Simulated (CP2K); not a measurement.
5-aminopyrimidine has these distinct N atoms: N1 (bonded to C and 2 H) and N4 (bonded to 2 C).

```xyz
12

N     1.9588    0.0822   -0.4775
C     0.6123    0.0240   -0.1537
C    -0.1742    1.1826   -0.0076
N    -1.4867    1.1391    0.2451
C    -2.0322   -0.0852    0.3547
N    -1.3888   -1.2599    0.2430
C    -0.0765   -1.1953   -0.0107
H     2.5153   -0.7396   -0.2648
H     2.4399    0.9536   -0.2799
H     0.2794    2.1752   -0.0994
H    -3.1036   -0.1295    0.5577
H     0.4564   -2.1474   -0.1068
```

Their partial N K spectra (CP2K XAS_TDP, all-electron GAPW, PBEh(45%), aug-cc-pVDZ, TDA, GW2X-corrected core level, no relativity) are given in random order, each times the number of alike atoms.

Gaussian full width 0.5 eV, oscillator strength per eV, alike atoms added, rows of zeros left out:

```tsv
E (eV)	curve 1	curve 2
399.00	0.001	0.000
399.25	0.023	0.000
399.50	0.130	0.000
399.75	0.181	0.000
400.00	0.064	0.000
400.25	0.006	0.000
402.00	0.001	0.000
402.25	0.003	0.000
402.50	0.003	0.000
402.75	0.001	0.000
403.25	0.000	0.004
403.50	0.000	0.018
403.75	0.000	0.031
404.00	0.002	0.025
404.25	0.002	0.026
404.50	0.002	0.046
404.75	0.002	0.025
405.00	0.003	0.004
405.25	0.008	0.000
405.50	0.010	0.002
405.75	0.008	0.008
406.00	0.003	0.020
406.25	0.002	0.026
406.50	0.005	0.021
406.75	0.008	0.009
407.00	0.023	0.006
407.25	0.044	0.016
407.50	0.047	0.019
407.75	0.044	0.021
408.00	0.032	0.028
408.25	0.023	0.017
408.50	0.045	0.014
408.75	0.055	0.021
409.00	0.060	0.020
409.25	0.065	0.017
409.50	0.033	0.021
409.75	0.011	0.013
```

Which curve belongs to which atom?

Curve 1: N4 (bonded to 2 C), leading line at 399.69 eV (f = 0.051 an atom), ionisation energy 405.65 eV, term value 5.96 eV. Curve 2: N1 (bonded to C and 2 H), leading line at 403.89 eV (f = 0.011 an atom), ionisation energy 406.65 eV, term value 2.76 eV. The leading line of an atom is its first one with 35 % of the strongest within 2.5 eV of its lowest line over the strength cut. A line lies at the core ionisation energy, which rises as an atom loses charge to its neighbours or to a π system, less the term value, which is large for a low π* or σ* orbital with weight on that atom.

[Banner, clock and machine lines of the logs are left out without a mark of their own.]

[Logs are printed without paths, hosts, clocks, repeated set-up lines and the standing remarks that a program may print on its own settings, such as how far it seeks lower states.]

[Hosts, paths, dates, database ids (printed as entryN), source tags and the programs' standing remarks are cut or masked in the printed files.]
